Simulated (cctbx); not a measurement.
# Interatomic vectors of Li2ScBr4

Space group P-42m (no. 111), a = 5.7990 Å, b = 5.7990 Å, c = 6.7800 Å, α = 90.00°, β = 90.00°, γ = 90.00°, content Br4 Sc1 Li2.

Simulated single-crystal data (cctbx): Cu Kα, λ = 1.54184 Å, to d = 0.83 Å, 95 % of the full sphere, strongest reflection 70000 counts, noise from counting, a 6 % proportional error and a noise floor of 8 counts (s.d.); no absorption, some extinction.

Patterson synthesis from sharpened amplitudes, origin scaled to 1000:

```text
Patterson group P 4/m m m
      u       v       w   height  length (A)
  0.000   0.000   0.000   1000.0     0.00
  0.500   0.500   0.000    498.4     4.10
  0.000   0.500   0.500    383.4     4.46
  0.237   0.237   0.273    111.0     2.68
  0.500   0.500   0.309     39.9     4.61
  0.208   0.500   0.500     33.9     4.62
  0.055   0.195   0.042     32.8     1.21
  0.037   0.037   0.167     29.0     1.17
  0.500   0.500   0.172     27.4     4.26
  0.361   0.500   0.418     26.1     4.56
  0.000   0.264   0.500     25.4     3.72
  0.366   0.366   0.500     24.2     4.53
  0.270   0.270   0.421     23.8     3.61
  0.000   0.000   0.312     23.6     2.11
```

**Question.** Which atom pairs make the peaks, and where is the heaviest atom?

A peak at u stands for all pairs with xi − xj = u, with weight Σ ZiZj against Σ Z² = 5359 at the origin. Peak heights follow these weights only roughly, since form factors, motion and series ripples differ, all vectors within 0.55 Å of a peak are counted as merged into it though the farther ones add only part of their weight, and F(000) is left out, which lowers the whole map:

| u | v | w | shortest length (Å) | height | 1000 ΣZiZj/ΣZ² | pairs in the cell |
| --- | --- | --- | --- | --- | --- | --- |
| 0.500 | 0.500 | 0.000 | 4.10 | 498 | 918 | 4 × Br–Br, 2 × Li–Li |
| 0.000 | 0.500 | 0.500 | 4.46 | 383 | 938 | 4 × Br–Br, 2 × Sc–Li |
| 0.237 | 0.237 | 0.273 | 2.68 | 111 | 176 | 1 × Br–Sc, 2 × Br–Li |

The table stops at ten peaks or at a height of 45, below which ripples compete. In the model behind the data Br, the heaviest element, has 1 independent site: (0.7696, 0.7696, 0.2736), up to an allowed shift of origin; the Br–Br vectors are differences of these positions and their symmetry mates. The whole model:

```
atom  mult.       x       y       z  Ueq (Å²)
 Br1      4  0.7696  0.7696  0.2736    0.0215
 Sc1      1       0       0       0    0.0274
 Li1      2     1/2       0     1/2    0.0410
```

The model was made for the exercise: a known structure type with other elements put in, its volume estimated, not relaxed; displacement parameters are assumed.

[Logs are printed without paths, hosts, clocks, repeated set-up lines and the standing remarks that a program may print on its own settings, such as how far it seeks lower states.]
